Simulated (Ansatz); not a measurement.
## What TiSi (model cell, started as zinc blende) distorts into

Wanted: the energy along a soft mode of TiSi (model cell, started as zinc blende) and the structure at the end.

Calculated with Ansatz 0.2.0; DFT PBEsol, scalar-relativistic, plane waves, PAW.

The structure was built from a prototype and need not be the compound's stable phase.

## (1) The structure

Symmetry: F-43m, No. 216, cubic system. The conventional cell has a = 5.721 Å, b = 5.721 Å, c = 5.721 Å, α = 90.00°, β = 90.00°, γ = 90.00°. Ti has 4 Si at 2.48 Å nearest. Nearest to Si lie 4 Ti at 2.48 Å. Farther neighbours, and contacts between anions beyond the nearest, are not listed.

## (2) Response at finite wavevector

Stability and thermal properties need the whole zone. Linear response on a 4×4×4 q mesh gives force constants as far as a supercell of that size would.

input.yaml reads:

```yaml
crystal:
  lattice:
    - [0.0, 2.8603676107, 2.8603676107]
    - [2.8603676107, 0.0, 2.8603676107]
    - [2.8603676107, 2.8603676107, 0.0]
  atoms:
    - { symbol: Ti, position: [0.0, 0.0, 0.0] }
    - { symbol: Si, position: [0.25, 0.25, 0.25] }
kpoints:
  mp_grid: { grid: [12, 12, 12] }
hamiltonian:
  xc: pbesol
scf:
  occupations: { method: gaussian, width: 0.1 }
output:
  eigenvalues: true
phonons:
  method: dfpt
  qmesh: [4, 4, 4]
  temperatures: { t_max: 1000, t_step: 50 }
  qpath:
    path:
      - [[0.0, 0.0, 0.0], [-0.5, -0.5, 0.0], [-0.375, -0.375, 0.25]]
      - [[-0.375, 0.0, 0.375], [0.0, 0.0, 0.0], [0.0, 0.0, 0.5], [-0.5, -0.25, 0.25], [-0.5, -0.5, 0.0]]
    npoints: 10
```

On the command line:

```sh
$ ansatz run input.yaml --threads 4 --pin off --max-ram 7168MiB --backend cpu --events-out ev --progress --plain --runs-dir out
```

The log of the run:

```text
Warning: phonons: the dynamical matrix that this run interpolates holds no multipole term above the dipole-dipole one, and a site of this crystal is no centre of inversion, so its interpolated transverse optical and acoustic branches and sound speeds can stay off near Gamma, and the density of states and the thermodynamics with them. What a run solves at a wave vector of phonons.qpoints, Gamma apart, where the deck admits one, is free of this, and under fd what a larger phonons.supercell samples
Engine: ansatz 0.2.0, aarch64-unknown-linux-gnu
Pseudopotentials: kind: paw
Pseudopotential: Ti, paw, valence charge 12, recommended cutoff 420 eV (normal), Ti.paw.azcp
Pseudopotential: Si, paw, valence charge 4, recommended cutoff 420 eV (normal), Si.paw.azcp
Functional definition: PBEsol
  exchange = pbesol_x
  correlation = pbesol_c
Crystal: 2 atoms, lattice volume = 46.805 Å³
Basis set: ecut = 420 eV, 941 PW (Γ), exchange–correlation on 60×60×60 points (8 copies of the dense FFT grid, shifted against one another)
Bands: 12, of which v1, the nominal top of the filled ones, is band 8 counted from 1 (7 counted from 0)
Symmetry: 24 space group operations
k-points: 72 of 1728 (time reversal used)
Non-local potential: Ti, projectors of the file, l = 0: 3, l = 1: 2, l = 2: 3, l = 3: 1
Non-local potential: Si, projectors of the file, l = 0: 2, l = 1: 2, l = 2: 2
PAW form: soft (Blöchl's): semilocal exchange-correlation on the pseudo side does not see the compensation charge
PAW frozen core: Ti, regenerated for the run's functional, and the local potential with it (the file was generated under x = pbe(κ = 0.804, μ = 0.219515), c = pbe(β = 0.066725))
PAW frozen core: Si, regenerated for the run's functional, and the local potential with it (the file was generated under x = pbe(κ = 0.804, μ = 0.219515), c = pbe(β = 0.066725))
PAW one-centre angular grid: Ti, 590 points (default); XC on 64 Gauss nodes
PAW one-centre angular grid: Si, 110 points (default); XC on 64 Gauss nodes
Initial density: superposition of atomic densities (neutral atoms: chi_scale 0, normalization atom), corrected by the library's trained network
Initial wavefunctions: pseudopotential atomic-orbital guess
Functional: x = pbesol(κ = 0.804, μ = 0.123457), c = pbesol(β = 0.046)
SCF iter   1: F=—  HF=-3094.043091 eV  |F-HF|=—  |Δ(HF+E_count)|=         —  Δρ=7.89e-3  dr2=3.64e-2  ethr=1.77e-3  ⟨swp⟩=5.1  Hψ=4801  notcnv=0
preconditioner: auto → Kerker (q_TF=auto, 2.281 Å⁻¹)  [metal: Δε(μ)=0.065 eV  Ē_g=4.432 eV  σ=0.100 eV  W_gap=0.35  n_scr=14 (ndim 8)  ℏωp=15.4 eV  f_vac=0.000  D(μ)=0.28/eV (n_scr^D=0)]
SCF iter   2: F=—  HF=-3094.039471 eV  |F-HF|=—  |Δ(HF+E_count)|=   3.62e-3  Δρ=3.23e-3  dr2=6.40e-3  ethr=2.27e-4  ⟨swp⟩=1.7  Hψ=1522  notcnv=0
SCF iter   3: F=—  HF=-3094.038898 eV  |F-HF|=—  |Δ(HF+E_count)|=   5.73e-4  Δρ=4.94e-4  dr2=1.51e-4  ethr=4.00e-5  ⟨swp⟩=2.0  Hψ=994  notcnv=0
SCF iter   4: F=—  HF=-3094.038921 eV  |F-HF|=—  |Δ(HF+E_count)|=   2.35e-5  Δρ=1.38e-4  dr2=1.63e-5  ethr=9.45e-7  ⟨swp⟩=2.1  Hψ=1141  notcnv=0
SCF iter   5: F=—  HF=-3094.038921 eV  |F-HF|=—  |Δ(HF+E_count)|=   1.06e-7  Δρ=3.64e-5  dr2=9.01e-7  ethr=1.02e-7  ⟨swp⟩=1.0  Hψ=864  notcnv=0
SCF iter   6: F=—  HF=-3094.038921 eV  |F-HF|=—  |Δ(HF+E_count)|=   2.34e-7  Δρ=8.37e-6  dr2=2.94e-8  ethr=5.63e-9  ⟨swp⟩=2.0  Hψ=1097  notcnv=0
SCF iter   7: F=—  HF=-3094.038921 eV  |F-HF|=—  |Δ(HF+E_count)|=   2.60e-8  Δρ=1.78e-6  dr2=2.01e-9  ethr=1.84e-10  ⟨swp⟩=2.5  Hψ=1129  notcnv=0
SCF iter   8: F=—  HF=-3094.038921 eV  |F-HF|=—  |Δ(HF+E_count)|=  2.52e-10  Δρ=3.18e-7  dr2=4.42e-11  ethr=1.26e-11  ⟨swp⟩=2.0  Hψ=1052  notcnv=0
SCF iter   9: F=-3094.038921 eV  HF=-3094.038921 eV  |F-HF|=4.55e-13  |Δ(HF+E_count)|=  9.09e-12  Δρ=6.17e-8  dr2=2.83e-12  ethr=1.00e-12  ⟨swp⟩=5.0  Hψ=3196  notcnv=0
SCF 1 converged in 9 iterations: F = -3094.038921 eV  dr2 = 2.83e-12
  greatest PAW one-centre occupation: 0.999 electrons in one spin orbital (limit 2), on the Ti atom at site 0 (counted from 0), in its partial waves of l = 0
Initial density: read from a saved state, or passed on in memory by an earlier SCF of this step, an earlier step, the calling program or the single point that the run made first
iter 1 solved again at ethr=7.74e-8 eV; its pass at ethr=3.10e-3 eV (dr2=1.24e-5 eV) is discarded
[...]
eigensolver tolerance schedule: the retry pair's looser diagonalisation over-reported the residual by 132152.35 of it (diagonalisation noise at an unbounded share of the residual, at the tolerance the schedule requests for it); recorded, not acted on — ethr = c·dr2/N_el stays at c = 1.0e-1
preconditioner: auto → Kerker (q_TF=auto, 2.281 Å⁻¹)  [metal: Δε(μ)=0.042 eV  Ē_g=4.370 eV  σ=0.100 eV  W_gap=0.24  n_scr=14 (ndim 8)  ℏωp=15.4 eV  f_vac=0.000  D(μ)=0.38/eV (n_scr^D=0)]
[...]
SCF 2 converged in 8 iterations: F = -3094.038921 eV  dr2 = 1.16e-14
k-points: 280 of 1728 (irreducible under 4 space group operations, time reversal used)
[...]
preconditioner: auto → none  [insulator: Δε(μ)=0.042 eV  Ē_g=4.370 eV  n_scr=14 (ndim 8)  ℏωp=15.4 eV  f_vac=0.000  ε∞_Penn≈13.3]
SCF iter   2: F=—  HF=-3094.038320 eV  |F-HF|=—  |Δ(HF+E_count)|=   4.40e-6  Δρ=2.67e-4  dr2=4.95e-5  ethr=1.56e-7  ⟨swp⟩=2.0  Hψ=4483  notcnv=0  defer=29
SCF iter   3: F=—  HF=-3094.038312 eV  |F-HF|=—  |Δ(HF+E_count)|=   8.09e-6  Δρ=3.81e-5  dr2=7.78e-7  ethr=1.56e-7  ⟨swp⟩=2.0  Hψ=4115  notcnv=0
SCF iter   4: F=—  HF=-3094.038311 eV  |F-HF|=—  |Δ(HF+E_count)|=   1.43e-6  Δρ=1.12e-5  dr2=4.48e-8  ethr=4.86e-9  ⟨swp⟩=2.5  Hψ=4961  notcnv=0
SCF iter   5: F=—  HF=-3094.038311 eV  |F-HF|=—  |Δ(HF+E_count)|=  9.82e-10  Δρ=3.14e-6  dr2=4.35e-9  ethr=2.80e-10  ⟨swp⟩=2.1  Hψ=4441  notcnv=0
SCF iter   6: F=—  HF=-3094.038311 eV  |F-HF|=—  |Δ(HF+E_count)|=   1.08e-9  Δρ=6.24e-7  dr2=1.11e-10  ethr=2.72e-11  ⟨swp⟩=2.3  Hψ=4524  notcnv=0
SCF iter   7: F=-3094.038311 eV  HF=-3094.038311 eV  |F-HF|=9.09e-13  |Δ(HF+E_count)|=  2.00e-11  Δρ=4.95e-8  dr2=7.96e-13  ethr=1.00e-12  ⟨swp⟩=3.0  Hψ=10702  notcnv=0
SCF 3 converged in 7 iterations: F = -3094.038311 eV  dr2 = 7.96e-13
NSCF: frozen V_eff on 280 k-points
NSCF: frozen V_eff on 72 k-points
DFPT response loops at Γ: preconditioner auto → none (the input reference at scf.mixing.eps_inf says where Resta's filter doesn't serve); β = 0.50; Broyden in place of MSR1
── the response to a field inside a basis, on 14×14×14 k-points: an SCF that follows is theirs, and a resumed run solves both again ──
Bands: 9, of which v1, the nominal top of the filled ones, is band 8 counted from 1 (7 counted from 0)
k-points: 280
[...]
SCF 1 converged in 4 iterations: F = -3094.037050 eV  dr2 = 1.09e-8
DFPT response loops at Γ: mixed as the last ones told, above
NSCF: frozen V_eff on 72 k-points
NSCF: frozen V_eff on 163 k-points
DFPT response loops at q = (0, 0, 0) (fractional): preconditioner auto → Kerker (q_TF=auto, 2.281 Å⁻¹) (partly filled bands, converged f_vac=0.000); β = 1.00, the filter's whole step (`scf.mixing.beta` (0.50) is not read by the response loops under this deck's `scf.mixing.preconditioner`; to damp them name `kerker` or `kerker_dos`, under which they read `scf.mixing.beta`, and type it under 1.00, their step now; both keys bind the ground state too); Broyden in place of MSR1
NSCF: frozen V_eff on 1872 k-points
DFPT response loops at q = (0, 0, 0.25) (fractional): mixed as the last ones told, above
NSCF: frozen V_eff on 952 k-points
DFPT response loops at q = (0, 0, -0.5) (fractional): mixed as the last ones told, above
NSCF: frozen V_eff on 1020 k-points
DFPT response loops at q = (0, 0.25, 0.25) (fractional): mixed as the last ones told, above
NSCF: frozen V_eff on 3456 k-points
DFPT response loops at q = (0, 0.25, -0.5) (fractional): mixed as the last ones told, above
NSCF: frozen V_eff on 1872 k-points
DFPT response loops at q = (0, 0.25, -0.25) (fractional): mixed as the last ones told, above
NSCF: frozen V_eff on 560 k-points
DFPT response loops at q = (0, -0.5, -0.5) (fractional): mixed as the last ones told, above
NSCF: frozen V_eff on 1020 k-points
DFPT response loops at q = (0.25, -0.5, -0.25) (fractional): mixed as the last ones told, above
SCF converged after 9 iterations
Free energy (F): -3094.038921 eV
Harris-Foulkes:  -3094.038921 eV  (|F-HF|=4.55e-13)
Internal energy: -3094.037008 eV  (E = F + TS)
E sigma→0 (E₀):  -3094.037964 eV
Entropy (-TS):   -0.001914 eV (-0.957 meV/atom)
Fermi energy:    6.169634 eV
--- Per-component energies (eV) ---
  E_band       = -232.901713
  E_kinetic    = 309.691414
  E_local      = -1259.224395  (includes V_loc(G=0)·N_el)
  E_nonlocal   = 37.674231
  E_hartree    = 508.870738
  E_xc         = -149.542832
  E_vxc        = -165.791299  (∫ρ·V_xc dr)
  E_paw        = -1521.543382  (= ΣΔE_a)
  E_vpaw       = -172.993230  (= ΣTr[D̂ρ^β])
  E_aug_tail   = 0.000111  (compensation charges beyond the density's cutoff)
  E_ewald      = -1020.133837
  E_core_change = 0.170945  (= ΣΔE_core)
  E_smearing   = -0.001914  (= −TS)
  E_closure    = -0.000000  (closes the sum)
  Σ components = -3094.038921   (vs F -3094.038921, Δ=0.00e0)
--- Band table (eV; the first three rows and the last of 72) ---
  k-point 0: bands = [... 4 lower, -1.8644, 5.1551, 5.1551, 5.1551, 7.1996, 7.1996, 11.9191, 12.5176]
  k-point 1: bands = [... 4 lower, -1.7864, 5.0523, 5.1834, 5.1834, 7.1811, 7.1811, 11.5255, 12.3340]
  k-point 2: bands = [... 4 lower, -1.5610, 4.7773, 5.2557, 5.2557, 7.1496, 7.1496, 10.4716, 11.9346]
  k-point 71: bands = [... 4 lower, 0.2583, 4.2134, 4.8155, 5.9000, 6.3164, 7.2145, 7.7928, 8.4057]
--- Phonons (Γ-DFPT): 2 representative perturbations + reference (Σ response iterations 6) ---
  ASR residual: 1.056e-5 → 0.000e0 eV/Å²; symmetrization residual: 4.814e-6 eV/Å²
  ASR residual per site (eV/Å²): 1.06e-5 7.04e-6
  Γ frequencies (cm⁻¹): 0.00 0.00 0.00 324.10 324.10 324.10
  Unit cell's response to a homogeneous field: 3 representative field directions (Σ response iterations 15)
  ε∞ (high-frequency dielectric tensor):
       89.398913    -0.000000    -0.000000
       -0.000000    89.398913    -0.000000
       -0.000000    -0.000000    89.398913
  ε⁰ (static dielectric tensor): not given — the deck does not say what the cell's rigid motions are, and on a molecule in a box or a wire the rigid rotations would enter the sum over the modes at Γ. For a crystal or a slab, whose only rigid motions are the translations, set phonons.rigid_motions: translations.
  Born effective charges Z* (e; rows j = field, columns β = displacement):
    site 0:
         6.18513    0.00000    0.00000
        -0.00000    6.18513    0.00000
         0.00000    0.00000    6.18513
    site 1:
        -6.18513   -0.00000   -0.00000
         0.00000   -6.18513   -0.00000
        -0.00000   -0.00000   -6.18513
  Z* charge neutrality: 3.242e-4 e pre-enforcement
  solved inside a basis spanned on the 12×12×12 k-mesh, on 14×14×14 k-points transformed towards the longest dipole: ε∞ is read to err by 3.6e-1, Z* by 3.3e-2 e; Z* is corrected for what the basis lacks
  optical modes at Γ without the LO–TO term, one row a degenerate level:
      ω (cm⁻¹)  modes    IR ((D/Å)²/amu)
        324.10      3           149.5925
  optical modes at Γ + LO–TO along q̂ = [1.0000, 0.0000, 0.0000]:
      ω (cm⁻¹)  modes    IR ((D/Å)²/amu)
        324.10      2            99.7283
        361.19      1            49.8642
  optical modes at Γ + LO–TO along q̂ = [0.0000, 1.0000, 0.0000]:
      ω (cm⁻¹)  modes    IR ((D/Å)²/amu)
        324.10      2            99.7283
        361.19      1            49.8642
  optical modes at Γ + LO–TO along q̂ = [0.0000, 0.0000, 1.0000]:
      ω (cm⁻¹)  modes    IR ((D/Å)²/amu)
        324.10      2            99.7283
        361.19      1            49.8642
--- Phonons (arbitrary-q DFPT): 8 irreducible q on the 4×4×4 mesh ---
  q = [0.0000, 0.0000, 0.0000] (star 1, of the zone-centre solve; hermiticity 1.41e-6, symmetrization 1.07e-12): -0.00 -0.00 0.00 324.10 324.10 324.10
  q = [0.0000, 0.0000, 0.2500] (star 8, 2 solved perturbations on 936 of 1728 k-point pairs; hermiticity 6.48e-7, symmetrization 4.38e-13): -49.05 -49.05 100.15 331.38 331.38 358.36
  q = [0.0000, 0.0000, -0.5000] (star 4, 2 solved perturbations on 476 of 1728 k-point pairs; hermiticity 7.91e-7, symmetrization 2.58e-13): -60.74 -60.74 149.65 334.83 335.76 335.76
  q = [0.0000, 0.2500, 0.2500] (star 6, 4 solved perturbations in 1608 linear systems a pass and spin channel, the states on 510 of 1728 k-point pairs; hermiticity 6.69e-7, symmetrization 3.87e-13): -69.10 -69.10 121.60 323.86 323.86 353.88
  q = [0.0000, 0.2500, -0.5000] (star 24, 4 solved perturbations in 5328 linear systems a pass and spin channel, the states on 1728 of 1728 k-point pairs; hermiticity 4.10e-7, symmetrization 2.23e-13): -94.26 -75.77 187.98 316.83 321.42 324.55
  q = [0.0000, 0.2500, -0.2500] (star 12, 4 solved perturbations in 2892 linear systems a pass and spin channel, the states on 936 of 1728 k-point pairs; hermiticity 8.06e-7, symmetrization 4.46e-13): -86.94 -64.64 168.57 318.06 331.02 334.79
  q = [0.0000, -0.5000, -0.5000] (star 3, 4 solved perturbations in 886 linear systems a pass and spin channel, the states on 280 of 1728 k-point pairs; hermiticity 2.92e-7, symmetrization 1.10e-13): -89.82 -89.82 215.19 287.12 311.04 311.04
  q = [0.2500, -0.5000, -0.2500] (star 6, 4 solved perturbations in 1544 linear systems a pass and spin channel, the states on 510 of 1728 k-point pairs; hermiticity 5.13e-7, symmetrization 5.23e-13): -100.96 -95.54 217.02 301.61 303.69 317.34
  sum rule: each row above includes the acoustic sum rule's correction from the zone centre's row sums; it moved no ω² by more than (0.26 cm⁻¹)²
  mesh force constants: q→R imaginary residual 2.97e-18; ASR residual 1.056e-5 → 0.000e0 eV/Å²; symmetrization residual 4.441e-15 eV/Å²
  interpolated dispersion: 63 rows × 6 modes
  density of states and harmonic sums: on the 20×20×20 q-mesh, interpolated from the force constants of a 4×4×4 supercell (with the dipole–dipole term)
  largest difference from the sums on the solved wave vectors: F 4.11e-3 eV, S 5.45e-6 and C_V 1.35e-6 eV/K
  zero-point energy: 0.070730 eV/cell   skipped modes (ω ≤ 0): 513, of them read as no rigid motion or as one in doubt: 510 (2.000e0 modes/cell left out, lowest -106.14 cm⁻¹)   left out of the sums: 3.33e-1 of the cell's modes: C_V's classical limit lies that fraction below 3 k_B per atom; for a crystal, a wire or a layer, F and S can be off by more, and a phonons.interpolated_qmesh denser along its periods is the remedy for the sampling
```

Wall time 3 min (4 threads of Arm Neoverse V2, shared host); peak memory 2.3 GiB; 12 min of CPU time.

In the SCF lines HF is the Harris–Foulkes energy and dr2 the Hartree energy of the density residual, in eV; the loop may stop once dr2 is under the threshold and the program's other checks hold. Hψ counts applications of the Hamiltonian.

Numbers from this step:

* volume per atom: 23.40 Å³
* gap on the k-mesh: 0.04239 eV
* sum-rule residual before enforcement: 1.06e-5 eV/Å²
* lowest frequency on the path: -105.7 cm⁻¹
* point group: -43m
* highest frequency on path, mesh or solved points: 363.6 cm⁻¹
* highest optical mode at the zone centre (no LO-TO term): 324.1 cm⁻¹
* lowest optical zone-centre mode: 324.1 cm⁻¹
* lowest mode on the q mesh (acoustic modes at Γ apart): -101.0 cm⁻¹

Frequencies (cm⁻¹) solved at each irreducible wavevector; negative means imaginary. Frequencies by wavevector, by row:

```csv
q in reciprocal lattice units,star,mode 1,mode 2,mode 3,mode 4,mode 5,mode 6
0 0 0,1,0,0,0,324.1,324.1,324.1
0 0 0.25,8,-49,-49,100.2,331.4,331.4,358.4
0 0 -0.5,4,-60.7,-60.7,149.7,334.8,335.8,335.8
0 0.25 0.25,6,-69.1,-69.1,121.6,323.9,323.9,353.9
0 0.25 -0.5,24,-94.3,-75.8,188,316.8,321.4,324.6
0 0.25 -0.25,12,-86.9,-64.6,168.6,318.1,331,334.8
0 -0.5 -0.5,3,-89.8,-89.8,215.2,287.1,311,311
0.25 -0.5 -0.25,6,-101,-95.5,217,301.6,303.7,317.3
```

Interpolated from a 4×4×4 q mesh, with the LO-TO term (at Γ the limit along the path). The phonon branches at the labelled points (cm⁻¹):

```csv
point,branch 1,branch 2,branch 3,branch 4,branch 5,branch 6
Γ,0,0,0,324,324,361
halfway,-69,-69,122,324,324,354
X,-90,-90,215,287,311,311
halfway,-96,-88,215,291,310,314
U,-105,-82,211,303,308,320
jump to K,-105,-82,211,303,308,320
halfway,-65,-56,127,326,332,351
Γ,0,0,0,324,324,361
halfway,-49,-49,100,331,331,358
L,-61,-61,150,335,336,336
halfway,-95,-73,188,316,324,329
W,-101,-96,217,302,304,317
halfway,-96,-93,216,294,308,315
X,-90,-90,215,287,311,311
```

The phonon branches as a text plot (rows in cm⁻¹):

```
    354 |*******                ***************
    334 | ***** **         ***********  ****************
    315 |*     *****************      **             ************
    295 |           *******                              ********
    276 |
    256 |
    236 |
    217 |           *******                              ********
    197 |         **       **                          **
    178 |        *           **                      **
    158 |                      *                 ****
    139 |       *                             ***
    119 |      *                *            *
    100 |    **                  *          *
     80 |   *                     **       *
     60 |                                 *
     41 |  *                        *    *
     21 | *                          *  *
      2 |*                            **
    -18 | *                          *  **
    -37 |  *                      ***     **
    -57 |   ***              *****          *********
    -76 |      *****     ****  *                   ******
    -96 |           ***********                      ************
         Γ           X  U|K            Γ         L        W     X
```

Symmetry leaves 8 wavevectors to solve. The lowest mode among them, the acoustic zeros apart, lies at q = (0.25, -0.5, -0.25) and is imaginary, 101.0i cm⁻¹, so the energy falls along it. Between them the interpolated path dips to 106i cm⁻¹.

(Part 1 of 3 ends here.)

[Long decimals in the printed logs are rounded to 6 places.]

[Logs are printed without paths, hosts, clocks, repeated set-up lines and the standing remarks that a program may print on its own settings, such as how far it seeks lower states.]

[Hosts, paths, dates, database ids (printed as entryN), source tags and the programs' standing remarks are cut or masked in the printed files.]

[Where the starting crystal was built by hand or by swapping elements, it need not be the compound's stable phase.]
